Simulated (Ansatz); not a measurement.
**Zn2PBr, from a guessed structure to a relaxed one**

This structure for Zn2PBr is made up. Its elements were placed in a known structure type with a cell scaled to their sizes. What cell does the guess relax to, and how far off was it?

Calculated with Ansatz 0.2.0; DFT, r2SCAN, plane-wave PAW, files of the set soft_1, scalar-relativistic, no spin, cell and ions relaxed at zero pressure; PAW set soft_1.

### 1. The structure

The structure is trigonal, space group R-3m (No. 166). Conventional cell: a = 3.786 Å, b = 3.786 Å, c = 19.007 Å, α = 90.00°, β = 90.00°, γ = 120.00°. Nearest to Br lie 6 Zn at 2.86 Å. Zn has 3 P at 2.55 Å and 3 Br at 2.86 Å nearest. Nearest to P lie 6 Zn at 2.55 Å. Farther neighbours and most contacts between anions are not listed.

### 2. Relaxation of the guess

The guess takes its coordinates from another compound and its volume from a rule, so the cell and any free coordinates are relaxed together.

input.yaml reads:

```yaml
crystal:
  lattice:
    - [1.893, 1.09292406, 6.335666667]
    - [-1.893, 1.09292406, 6.335666667]
    - [0.0, -2.185848119, 6.335666667]
  atoms:
    - { symbol: Br, position: [0.0, 0.0, 0.0] }
    - { symbol: Zn, position: [0.7641, 0.7641, 0.7641] }
    - { symbol: Zn, position: [0.2359, 0.2359, 0.2359] }
    - { symbol: P, position: [0.5, 0.5, 0.5] }
kpoints:
  mp_grid: { grid: [8, 8, 8] }
scf:
  occupations: { method: fermi_dirac, width: 0.05 }
hamiltonian:
  xc: r2scan
  pseudopotentials: { kind: paw, azcp: { folder: soft_1 } }
relax:
  f_tol: 0.015
  max_steps: 70
  cell: {}
output:
  forces: true
  stress: true
```

On the command line:

```
> ansatz run input.yaml --threads 4 --pin off --max-ram 8192MiB --backend cpu --events-out ev --progress --plain --runs-dir out
```

Numbers of over 12 decimals in the logs are rounded to 6 here.

The log of the run:

```text
basis.fft_grid_basis auto: the FFT boxes are laid along the combinations [[1, 0, -1], [0, 1, -1], [0, 0, 1]] of the cell's own vectors, 3.786, 3.786 and 6.702 Å long. The dense box has 30×30×50 points. Along the cell's own vectors, as sized, it would have 50×50×50, 2.78 times as many. Of the 12 symmetry operations that the crystal satisfies within crystal.symmetry.tolerance (time reversal apart; of a slab, those that [...]
Engine: ansatz 0.2.0, x86_64-unknown-linux-gnu
Pseudopotentials: kind: paw
Pseudopotential: Br, paw, valence charge 7, recommended cutoff 500 eV (meta_gga), soft_1/Br.paw.azcp
Pseudopotential: Zn, paw, valence charge 12, recommended cutoff 500 eV (meta_gga), soft_1/Zn.paw.azcp
Pseudopotential: P, paw, valence charge 5, recommended cutoff 500 eV (meta_gga), soft_1/P.paw.azcp
Functional definition: r2SCAN
  parameter k0 = 0.174
  parameter k1 = 0.065
  parameter a1 = 4.9479
  exchange = r2scan_x(k0 = k0, k1 = k1, a1 = a1)
  correlation = r2scan_c
Crystal: 4 atoms, lattice volume = 78.647 Å³
Basis set: ecut = 500 eV, 1967 PW (Γ), FFT grids on a1−a3, a2−a3, a3, exchange–correlation on 120×120×200 points (64 copies of the dense FFT grid, shifted against one another)
Bands: 22, of which v1, the nominal top of the filled ones, is band 18 counted from 1 (17 counted from 0)
Symmetry: 12 space group operations
Space group: R-3m (ITA 166), of the structure as read, at distance tolerance 4.3e-5 Å
k-points: 65 of 512
Non-local potential: Br, projectors of the file, l = 0: 2, l = 1: 2, l = 2: 2
Non-local potential: Zn, projectors of the file, l = 0: 2, l = 1: 2, l = 2: 3, l = 3: 1
Non-local potential: P, projectors of the file, l = 0: 2, l = 1: 2, l = 2: 1
PAW form: soft (Blöchl's): semilocal exchange-correlation on the pseudo side does not see the compensation charge
PAW frozen core: Br, regenerated for the run's functional (the file was generated under x = pbe(κ = 0.804, μ = 0.219515), c = pbe(β = 0.066725))
PAW frozen core: Zn, regenerated for the run's functional (the file was generated under x = pbe(κ = 0.804, μ = 0.219515), c = pbe(β = 0.066725))
PAW frozen core: P, regenerated for the run's functional (the file was generated under x = pbe(κ = 0.804, μ = 0.219515), c = pbe(β = 0.066725))
PAW one-centre angular grid: Br, 302 points (default); XC on 160 Gauss nodes
PAW one-centre angular grid: Zn, 590 points (default); XC on 160 Gauss nodes
PAW one-centre angular grid: P, 302 points (default); XC on 160 Gauss nodes
Initial density: superposition of atomic densities (chi_scale 0.1, normalization cell, long waves kept (reshape's long-wave potential 0.28 eV rms))
Initial wavefunctions: pseudopotential atomic-orbital guess
Functional: x = r2scan, c = r2scan; τ floored in thin density (d = 2e-4 eV/Å³)
SCF iter   1: F=—  HF=-10207.008299 eV  |F-HF|=—  |Δ(HF+E_count)|=         —  Δρ=7.29e-2  dr2=1.01e1  dr2_τ=9.00e-2  ethr=3.10e-3  ⟨swp⟩=6.3  Hψ=7979  notcnv=0
preconditioner: auto → Kerker (q_TF=auto, 2.395 Å⁻¹)  [metal: Δε(μ)=0.011 eV  Ē_g=10.868 eV  σ=0.050 eV  W_gap=0.05  n_scr=22 (ndim 8)  ℏωp=25.1 eV  f_vac=0.000  D(μ)=1.50/eV (n_scr^D=2)]
SCF iter   2: F=—  HF=-10205.576484 eV  |F-HF|=—  |Δ(HF+E_count)|=    1.43e0  Δρ=3.06e-2  dr2=3.88e0  dr2_τ=2.01e-2  ethr=3.10e-3  ⟨swp⟩=3.0  Hψ=3430  notcnv=0
preconditioner: auto → Resta (q_TF=auto, 2.395 Å⁻¹)  ε∞=6.7  [insulator: Δε(μ)=0.369 eV  Ē_g=10.478 eV  σ=0.050 eV  W_gap=0.66  n_scr=22 (ndim 8)  ℏωp=25.1 eV  f_vac=0.000  D(μ)=0.56/eV (n_scr^D=2)  ε∞_Penn≈6.7]
SCF iter   3: F=—  HF=-10204.792712 eV  |F-HF|=—  |Δ(HF+E_count)|=   7.84e-1  Δρ=2.44e-2  dr2=7.35e-1  dr2_τ=9.65e-3  ethr=3.10e-3  ⟨swp⟩=3.1  Hψ=3414  notcnv=0
SCF iter   4: F=—  HF=-10204.571864 eV  |F-HF|=—  |Δ(HF+E_count)|=   2.21e-1  Δρ=1.12e-2  dr2=1.69e-1  dr2_τ=1.56e-3  ethr=2.04e-3  ⟨swp⟩=2.8  Hψ=3265  notcnv=0
SCF iter   5: F=—  HF=-10204.549550 eV  |F-HF|=—  |Δ(HF+E_count)|=   2.23e-2  Δρ=3.20e-3  dr2=1.15e-2  dr2_τ=1.39e-3  ethr=4.69e-4  ⟨swp⟩=4.2  Hψ=3539  notcnv=0
SCF iter   6: F=—  HF=-10204.549481 eV  |F-HF|=—  |Δ(HF+E_count)|=   6.84e-5  Δρ=9.92e-4  dr2=8.82e-4  dr2_τ=2.12e-5  ethr=3.18e-5  ⟨swp⟩=2.0  Hψ=2644  notcnv=0
SCF iter   7: F=—  HF=-10204.549626 eV  |F-HF|=—  |Δ(HF+E_count)|=   1.44e-4  Δρ=1.89e-4  dr2=2.86e-5  dr2_τ=5.89e-7  ethr=2.45e-6  ⟨swp⟩=2.0  Hψ=2543  notcnv=0
SCF iter   8: F=—  HF=-10204.549637 eV  |F-HF|=—  |Δ(HF+E_count)|=   1.12e-5  Δρ=6.37e-5  dr2=3.65e-6  dr2_τ=5.95e-8  ethr=7.95e-8  ⟨swp⟩=2.0  Hψ=2597  notcnv=0
SCF iter   9: F=—  HF=-10204.549637 eV  |F-HF|=—  |Δ(HF+E_count)|=   3.61e-7  Δρ=1.23e-5  dr2=2.13e-7  dr2_τ=3.93e-9  ethr=1.01e-8  ⟨swp⟩=2.1  Hψ=2594  notcnv=0
SCF iter  10: F=-10204.549637 eV  HF=-10204.549637 eV  |F-HF|=2.77e-9  |Δ(HF+E_count)|=   7.64e-9  Δρ=6.31e-6  dr2=2.38e-8  dr2_τ=2.39e-10  ethr=2.78e-10  ⟨swp⟩=5.0  Hψ=5502  notcnv=0
SCF 1 converged in 10 iterations: F = -10204.549637 eV  dr2 = 2.38e-8
  greatest PAW one-centre occupation: 0.985 electrons in one spin orbital (limit 2), on the Zn atom at site 2 (counted from 0), in its partial waves of l = 2
relax step   1: F+E_penalty+E_count = -10204.54963672 eV  Δ(F+E_penalty+E_count) = +0.000e0 eV  max|allowed force component| = 1.028e0 eV/Å  Δτ_max = 0.0000 Å  P = -2.961 GPa  Ω = 78.647 Å³  (10 SCF iters, dr2 threshold 1.00e-7 eV, accepted)
Crystal: 4 atoms, lattice volume = 77.934 Å³
Basis set: ecut = 500 eV, 1925 PW (Γ), FFT grids on a1−a3, a2−a3, a3, exchange–correlation on 120×120×200 points (64 copies of the dense FFT grid, shifted against one another)
Initial density: handed on by an earlier stage of this run
Initial wavefunctions: those handed on with the density
iter 1 solved again at ethr=3.86e-4 eV; its pass at ethr=3.10e-3 eV (dr2=1.39e-1 eV) is discarded
SCF iter   1: F=—  HF=-10204.443569 eV  |F-HF|=—  |Δ(HF+E_count)|=         —  Δρ=1.64e-2  dr2=1.39e-1  dr2_τ=4.51e-1  ethr=3.86e-4  ⟨swp⟩=1.3  Hψ=9806  notcnv=0
preconditioner: auto → Kerker (q_TF=auto, 2.399 Å⁻¹)  [metal: Δε(μ)=0.104 eV  Ē_g=10.615 eV  σ=0.050 eV  W_gap=0.46  n_scr=22 (ndim 8)  ℏωp=25.2 eV  f_vac=0.001  D(μ)=0.56/eV (n_scr^D=2)]
SCF iter   2: F=—  HF=-10204.744217 eV  |F-HF|=—  |Δ(HF+E_count)|=   3.01e-1  Δρ=8.83e-3  dr2=3.91e-2  dr2_τ=6.42e-4  ethr=3.86e-4  ⟨swp⟩=3.0  Hψ=3009  notcnv=0
SCF iter   3: F=—  HF=-10204.740406 eV  |F-HF|=—  |Δ(HF+E_count)|=   3.81e-3  Δρ=2.21e-3  dr2=5.07e-3  dr2_τ=1.96e-4  ethr=1.09e-4  ⟨swp⟩=3.0  Hψ=2794  notcnv=0
SCF iter   4: F=—  HF=-10204.739929 eV  |F-HF|=—  |Δ(HF+E_count)|=   4.77e-4  Δρ=1.01e-3  dr2=2.31e-3  dr2_τ=1.23e-5  ethr=1.41e-5  ⟨swp⟩=2.0  Hψ=3084  notcnv=0
SCF iter   5: F=—  HF=-10204.739529 eV  |F-HF|=—  |Δ(HF+E_count)|=   4.00e-4  Δρ=8.30e-4  dr2=1.19e-3  dr2_τ=5.88e-6  ethr=6.43e-6  ⟨swp⟩=2.0  Hψ=2146  notcnv=0
SCF iter   6: F=—  HF=-10204.739315 eV  |F-HF|=—  |Δ(HF+E_count)|=   2.13e-4  Δρ=2.97e-4  dr2=2.86e-4  dr2_τ=7.58e-7  ethr=3.31e-6  ⟨swp⟩=2.5  Hψ=2449  notcnv=0
SCF iter   7: F=—  HF=-10204.739257 eV  |F-HF|=—  |Δ(HF+E_count)|=   5.86e-5  Δρ=1.02e-4  dr2=2.80e-5  dr2_τ=1.08e-7  ethr=7.95e-7  ⟨swp⟩=3.0  Hψ=2640  notcnv=0
SCF iter   8: F=—  HF=-10204.739250 eV  |F-HF|=—  |Δ(HF+E_count)|=   6.33e-6  Δρ=3.01e-5  dr2=1.58e-6  dr2_τ=3.12e-8  ethr=7.79e-8  ⟨swp⟩=2.9  Hψ=2618  notcnv=0
SCF iter   9: F=-10204.739250 eV  HF=-10204.739250 eV  |F-HF|=8.50e-8  |Δ(HF+E_count)|=   2.71e-7  Δρ=1.68e-5  dr2=3.34e-7  dr2_τ=3.54e-9  ethr=1.11e-9  ⟨swp⟩=5.0  Hψ=6126  notcnv=0
SCF 2 converged in 9 iterations: F = -10204.739250 eV  dr2 = 3.34e-7
relax step   2: F+E_penalty+E_count = -10204.73924994 eV  Δ(F+E_penalty+E_count) = -1.896e-1 eV  max|allowed force component| = 1.515e-1 eV/Å  Δτ_max = 0.1523 Å  P = -0.957 GPa  Ω = 77.934 Å³  energy of the carried Pulay correction = +2.140e-4 eV  (9 SCF iters, dr2 threshold 4.00e-7 eV, accepted)
Crystal: 4 atoms, lattice volume = 76.901 Å³
iter 1 solved again at ethr=1.09e-5 eV; its pass at ethr=3.10e-3 eV (dr2=3.92e-3 eV) is discarded
SCF iter   1: F=—  HF=-10204.731544 eV  |F-HF|=—  |Δ(HF+E_count)|=         —  Δρ=2.51e-3  dr2=4.18e-3  dr2_τ=1.02e-2  ethr=1.09e-5  ⟨swp⟩=2.0  Hψ=9073  notcnv=0
preconditioner: auto → Kerker (q_TF=auto, 2.404 Å⁻¹)  [metal: Δε(μ)=0.036 eV  Ē_g=10.664 eV  σ=0.050 eV  W_gap=0.17  n_scr=22 (ndim 8)  ℏωp=25.4 eV  f_vac=0.000  D(μ)=0.55/eV (n_scr^D=2)]
SCF iter   2: F=—  HF=-10204.744916 eV  |F-HF|=—  |Δ(HF+E_count)|=   1.34e-2  Δρ=1.41e-3  dr2=1.49e-3  dr2_τ=1.90e-5  ethr=1.09e-5  ⟨swp⟩=2.0  Hψ=2795  notcnv=0
SCF iter   3: F=—  HF=-10204.744719 eV  |F-HF|=—  |Δ(HF+E_count)|=   1.97e-4  Δρ=4.76e-4  dr2=1.53e-4  dr2_τ=9.13e-6  ethr=4.13e-6  ⟨swp⟩=3.0  Hψ=2550  notcnv=0
SCF iter   4: F=—  HF=-10204.744694 eV  |F-HF|=—  |Δ(HF+E_count)|=   2.47e-5  Δρ=2.51e-4  dr2=3.34e-5  dr2_τ=2.32e-6  ethr=4.24e-7  ⟨swp⟩=2.0  Hψ=2477  notcnv=0
SCF iter   5: F=—  HF=-10204.744685 eV  |F-HF|=—  |Δ(HF+E_count)|=   9.69e-6  Δρ=7.10e-5  dr2=8.06e-6  dr2_τ=2.80e-7  ethr=9.28e-8  ⟨swp⟩=2.0  Hψ=2273  notcnv=0
SCF iter   6: F=—  HF=-10204.744683 eV  |F-HF|=—  |Δ(HF+E_count)|=   1.41e-6  Δρ=2.13e-5  dr2=1.48e-6  dr2_τ=1.48e-8  ethr=2.24e-8  ⟨swp⟩=2.7  Hψ=2476  notcnv=0
SCF iter   7: F=-10204.744683 eV  HF=-10204.744683 eV  |F-HF|=1.46e-7  |Δ(HF+E_count)|=   1.87e-7  Δρ=1.49e-5  dr2=2.78e-7  dr2_τ=2.47e-9  ethr=1.11e-9  ⟨swp⟩=5.1  Hψ=6100  notcnv=0
SCF 3 converged in 7 iterations: F = -10204.744683 eV  dr2 = 2.78e-7
relax step   3: F+E_penalty+E_count = -10204.74468296 eV  Δ(F+E_penalty+E_count) = -5.433e-3 eV  max|allowed force component| = 2.365e-2 eV/Å  Δτ_max = 0.0207 Å  P = +0.234 GPa  Ω = 76.901 Å³  energy of the carried Pulay correction = +5.273e-4 eV  (7 SCF iters, dr2 threshold 4.00e-7 eV, accepted)
Crystal: 4 atoms, lattice volume = 77.122 Å³
iter 1 solved again at ethr=2.45e-7 eV; its pass at ethr=3.10e-3 eV (dr2=8.81e-5 eV) is discarded
SCF iter   1: F=—  HF=-10204.744587 eV  |F-HF|=—  |Δ(HF+E_count)|=         —  Δρ=2.92e-4  dr2=1.04e-4  dr2_τ=1.45e-4  ethr=2.45e-7  ⟨swp⟩=3.1  Hψ=8492  notcnv=0
preconditioner: auto → Kerker (q_TF=auto, 2.403 Å⁻¹)  [metal: Δε(μ)=0.133 eV  Ē_g=10.655 eV  σ=0.050 eV  W_gap=0.45  n_scr=22 (ndim 8)  ℏωp=25.4 eV  f_vac=0.000  D(μ)=0.58/eV (n_scr^D=2)]
SCF iter   2: F=—  HF=-10204.744861 eV  |F-HF|=—  |Δ(HF+E_count)|=   2.74e-4  Δρ=1.93e-4  dr2=6.02e-5  dr2_τ=3.45e-7  ethr=2.45e-7  ⟨swp⟩=2.0  Hψ=2535  notcnv=0
SCF iter   3: F=—  HF=-10204.744851 eV  |F-HF|=—  |Δ(HF+E_count)|=   1.09e-5  Δρ=8.99e-5  dr2=8.36e-6  dr2_τ=4.54e-7  ethr=1.67e-7  ⟨swp⟩=2.7  Hψ=2518  notcnv=0
SCF iter   4: F=—  HF=-10204.744848 eV  |F-HF|=—  |Δ(HF+E_count)|=   2.18e-6  Δρ=5.23e-5  dr2=3.41e-6  dr2_τ=1.43e-7  ethr=2.32e-8  ⟨swp⟩=2.0  Hψ=2465  notcnv=0
SCF iter   5: F=—  HF=-10204.744848 eV  |F-HF|=—  |Δ(HF+E_count)|=   5.29e-7  Δρ=3.10e-5  dr2=1.66e-6  dr2_τ=2.18e-8  ethr=9.47e-9  ⟨swp⟩=2.0  Hψ=2079  notcnv=0
SCF iter   6: F=-10204.744847 eV  HF=-10204.744847 eV  |F-HF|=4.47e-8  |Δ(HF+E_count)|=   4.01e-7  Δρ=8.58e-6  dr2=1.30e-7  dr2_τ=2.96e-9  ethr=5.67e-10  ⟨swp⟩=4.0  Hψ=6929  notcnv=0
SCF 4 converged in 6 iterations: F = -10204.744847 eV  dr2 = 1.30e-7
relax step   4: F+E_penalty+E_count = -10204.74484736 eV  Δ(F+E_penalty+E_count) = -1.644e-4 eV  max|allowed force component| = 6.692e-4 eV/Å  Δτ_max = 0.0020 Å  P = -0.006 GPa  Ω = 77.122 Å³  energy of the carried Pulay correction = +4.599e-4 eV  (6 SCF iters, dr2 threshold 2.04e-7 eV, accepted)
Initial wavefunctions: pseudopotential atomic-orbital guess (no wavefunctions were taken with the density)
iter 1 solved again at ethr=5.23e-7 eV; its pass at ethr=3.10e-3 eV (dr2=1.88e-4 eV) is discarded
SCF iter   1: F=—  HF=-10204.744398 eV  |F-HF|=—  |Δ(HF+E_count)|=         —  Δρ=3.65e-5  dr2=4.63e-7  dr2_τ=1.36e-7  ethr=5.23e-7  ⟨swp⟩=3.5  Hψ=12575  notcnv=0
preconditioner: auto → Kerker (q_TF=auto, 2.403 Å⁻¹)  [metal: Δε(μ)=0.134 eV  Ē_g=10.653 eV  σ=0.050 eV  W_gap=0.45  n_scr=22 (ndim 8)  ℏωp=25.4 eV  f_vac=0.000  D(μ)=0.58/eV (n_scr^D=2)]
SCF iter   2: F=—  HF=-10204.744398 eV  |F-HF|=—  |Δ(HF+E_count)|=   8.08e-8  Δρ=3.81e-5  dr2=5.96e-7  dr2_τ=1.38e-8  ethr=1.29e-9  ⟨swp⟩=2.6  Hψ=2614  notcnv=0
SCF iter   3: F=—  HF=-10204.744398 eV  |F-HF|=—  |Δ(HF+E_count)|=   1.55e-8  Δρ=9.81e-6  dr2=7.10e-8  dr2_τ=2.40e-9  ethr=1.29e-9  ⟨swp⟩=2.0  Hψ=2295  notcnv=0
SCF iter   4: F=—  HF=-10204.744398 eV  |F-HF|=—  |Δ(HF+E_count)|=   7.33e-8  Δρ=3.40e-6  dr2=3.64e-8  dr2_τ=9.21e-11  ethr=1.97e-10  ⟨swp⟩=2.0  Hψ=2477  notcnv=0
SCF iter   5: F=—  HF=-10204.744398 eV  |F-HF|=—  |Δ(HF+E_count)|=   2.57e-9  Δρ=1.48e-6  dr2=8.30e-9  dr2_τ=7.53e-11  ethr=1.01e-10  ⟨swp⟩=2.0  Hψ=2445  notcnv=0
SCF iter   6: F=—  HF=-10204.744398 eV  |F-HF|=—  |Δ(HF+E_count)|=   1.24e-9  Δρ=1.02e-6  dr2=7.39e-10  dr2_τ=3.24e-11  ethr=2.31e-11  ⟨swp⟩=2.5  Hψ=2509  notcnv=0
SCF iter   7: F=-10204.744398 eV  HF=-10204.744398 eV  |F-HF|=1.82e-12  |Δ(HF+E_count)|=  3.82e-11  Δρ=1.90e-7  dr2=2.39e-11  dr2_τ=1.14e-12  ethr=1.00e-12  ⟨swp⟩=4.0  Hψ=7621  notcnv=0
SCF 5 converged in 7 iterations: F = -10204.744398 eV  dr2 = 2.39e-11
relax step   5: F+E_penalty+E_count = -10204.74439793 eV  Δ(F+E_penalty+E_count) = +4.494e-4 eV  max|allowed force component| = 3.974e-4 eV/Å  Δτ_max = 0.0000 Å  P = -0.011 GPa  Ω = 77.122 Å³  stress off target by 2.06e-2 GPa  SCF on the basis re-selected at this cell (its energy is not comparable with the rows above)  (7 SCF iters)
basis re-selected at this cell: Δ(F+E_penalty+E_count) = +4.494e-4 eV, ΔP = -0.004 GPa vs the last step (what re-selecting the basis moved, of the pressure what is left beyond the Pulay correction that the steps carried, after the strain that the cell walked since its last selection, with what the two solves' SCF thresholds leave and, on support functions, any second-order correction that the steps lacked; it is no m [...]
SCF converged after 7 iterations
Free energy (F): -10204.744398 eV
Harris-Foulkes:  -10204.744398 eV  (|F-HF|=1.82e-12)
Internal energy: -10204.739436 eV  (E = F + TS)
E sigma→0 (E₀):  -10204.741917 eV
Entropy (-TS):   -0.004962 eV (-1.240 meV/atom)
Fermi energy:    7.576330 eV
--- Per-component energies (eV) ---
  E_band       = 30.775283
  E_kinetic    = 491.081056
  E_local      = -4448.404324  (includes V_loc(G=0)·N_el)
  E_nonlocal   = 1737.681181
  E_hartree    = 1703.620071
  E_xc         = -390.303734
  E_vxc        = -284.883669  (∫ρ·V_xc dr)
  E_paw        = -6735.513953  (= ΣΔE_a)
  E_vpaw       = -885.128470  (= ΣTr[D̂ρ^β])
  E_aug_tail   = 0.000150  (compensation charges beyond the density's cutoff)
  E_vtau       = 13.188933  (kinetic-family band-sum trace: ∫τ·v_τ [+ j·A + Jᵃ·Aᵃ] dr)
  E_ewald      = -2562.285615
  E_core_change = -0.614269  (= ΣΔE_core)
  E_smearing   = -0.004962  (= −TS)
  E_closure    = -0.000000  (closes the sum)
  Σ components = -10204.744398   (vs F -10204.744398, Δ=0.00e0)
--- Forces (eV/Å), atoms counted from 1 ---
  atom   1  Br     0.00000000     0.00000000     0.00000000
  atom   2  Zn    -0.00000000     0.00000000     0.00039740
  atom   3  Zn     0.00000000    -0.00000000    -0.00039740
  atom   4  P     -0.00000000     0.00000000    -0.00000000
  max |Σ_I F_I| component: 3.47e-18 eV/Å
--- Stress (GPa, compression-positive) ---
       -0.020631       0.000000      -0.000000
        0.000000      -0.020631       0.000000
       -0.000000       0.000000       0.008909
  P = ⅓ Tr σ = -0.0108 GPa (-0.108 kbar)
--- Relaxed structure (4 steps of the walk, 4 accepted, 1 SCFs on fresh bases) ---
  F+E_penalty+E_count = -10204.74439793 eV   max|allowed force component| = 3.974e-4 eV/Å   (the final SCF, on the basis selected at the relaxed cell)
  cell:  # Å, volume = 77.1221 Å³
    - [1.883985, 1.087719, 6.272399]
    - [-1.883985, 1.087719, 6.272399]
    - [0, -2.175438, 6.272399]
  atoms:
    - { symbol: Br, position: [0, 0, 0] }
    - { symbol: Zn, position: [0.773100, 0.773100, 0.773100] }
    - { symbol: Zn, position: [0.226900, 0.226900, 0.226900] }
    - { symbol: P, position: [0.500000, 0.500000, 0.5] }
```

The job ended after 16 s (4 threads of Intel Xeon Platinum 8375C at 2.90GHz (Ice Lake), shared host; peak memory 0.74 GiB; 57 s of CPU time).

Relaxation path:

| step | energy less that of the first step (eV) | largest force component (eV/Å) | pressure (GPa) | volume (Å³) |
| --- | --- | --- | --- | --- |
| 1 | 0.0000 | 1.0278 | -2.96 | 78.65 |
| 2 | -0.1896 | 0.1515 | -0.96 | 77.93 |
| 3 | -0.1950 | 0.0237 | 0.23 | 76.90 |
| 4 | -0.1952 | 0.0007 | -0.01 | 77.12 |
| 5* | -0.1948 | 0.0004 | -0.01 | 77.12 |

Relaxation steps marked * repeat the geometry before them on a plane-wave basis chosen anew for their cell, so energy and pressure can jump there.

The run keeps the 12 symmetry operations that it works with, so distortions that break them were not tested.

| conventional cell, symmetrised | before | after | change |
| --- | --- | --- | --- |
| a (Å) | 3.786 | 3.768 | -0.5 % |
| b (Å) | 3.786 | 3.768 | -0.5 % |
| c (Å) | 19.007 | 18.817 | -1.0 % |
| volume (Å³/atom) | 19.66 | 19.28 | -1.9 % |

The atoms that moved most (Å, as changes of fractional coordinates times the final cell):

| atom | dx | dy | dz | length |
| --- | --- | --- | --- | --- |
| Zn2 | 0.000 | 0.000 | 0.169 | 0.169 |
| Zn3 | 0.000 | 0.000 | -0.169 | 0.169 |

Final coordinates:

```
Br Zn P
1.0
     1.88398    1.08772    6.27240
    -1.88398    1.08772    6.27240
     0.00000   -2.17544    6.27240
Br Zn P
1 2 1
Cartesian
  0.0000 0.0000 0.0000
  0.0000 0.0000 14.5476
  0.0000 0.0000 4.2696
  0.0000 0.0000 9.4086
```

Numbers from this step:

```yaml
free_energy: -10204.7444 eV
energy_at_zero_smearing: -10204.7419 eV
smearing_term_ts: 0.004962 eV
fermi_energy: 7.576 eV
electrons: 36
symmetry_operations: 12
pressure: -0.01078 GPa
```

The shortest distance of each pair, which need not be the same contact before and after:

| pair | guess (Å) | relaxed (Å) |
| --- | --- | --- |
| P–Zn | 2.551 | 2.453 |
| Br–Zn | 2.865 | 2.957 |
| Zn–Zn | 3.421 | 3.142 |
| Br–Br | 3.786 | 3.768 |
| P–P | 3.786 | 3.768 |

The relaxation ends with a largest force component of 4.0e-4 eV/Å and a pressure of -0.01 GPa.

### 3. Summary of results

```
space group, relaxed : R-3m
conventional cell    : a = 3.768, b = 3.768, c = 18.817 Å; α = 90.0°, β = 90.0°, γ = 120.0°
volume per atom      : 19.28 Å³ (guess 19.66)
```

**Reading.** Zn2PBr relaxes to R-3m with a = 3.768, b = 3.768 and c = 18.817 Å. The guessed volume was 2 % too large. The space group R-3m was held in the relaxation, so the end point is a stationary structure within it and may be a saddle against distortions or other arrangements. Mesh and cutoff weren't tested. No dispersion term is used, so weakly bound directions may come out too long. Nothing here tests whether the compound is stable against decomposition.

[Logs are printed without paths, hosts, clocks, repeated set-up lines and the standing remarks that a program may print on its own settings, such as how far it seeks lower states.]

[Hosts, paths, dates, database ids (printed as entryN), source tags and the programs' standing remarks are cut or masked in the printed files.]
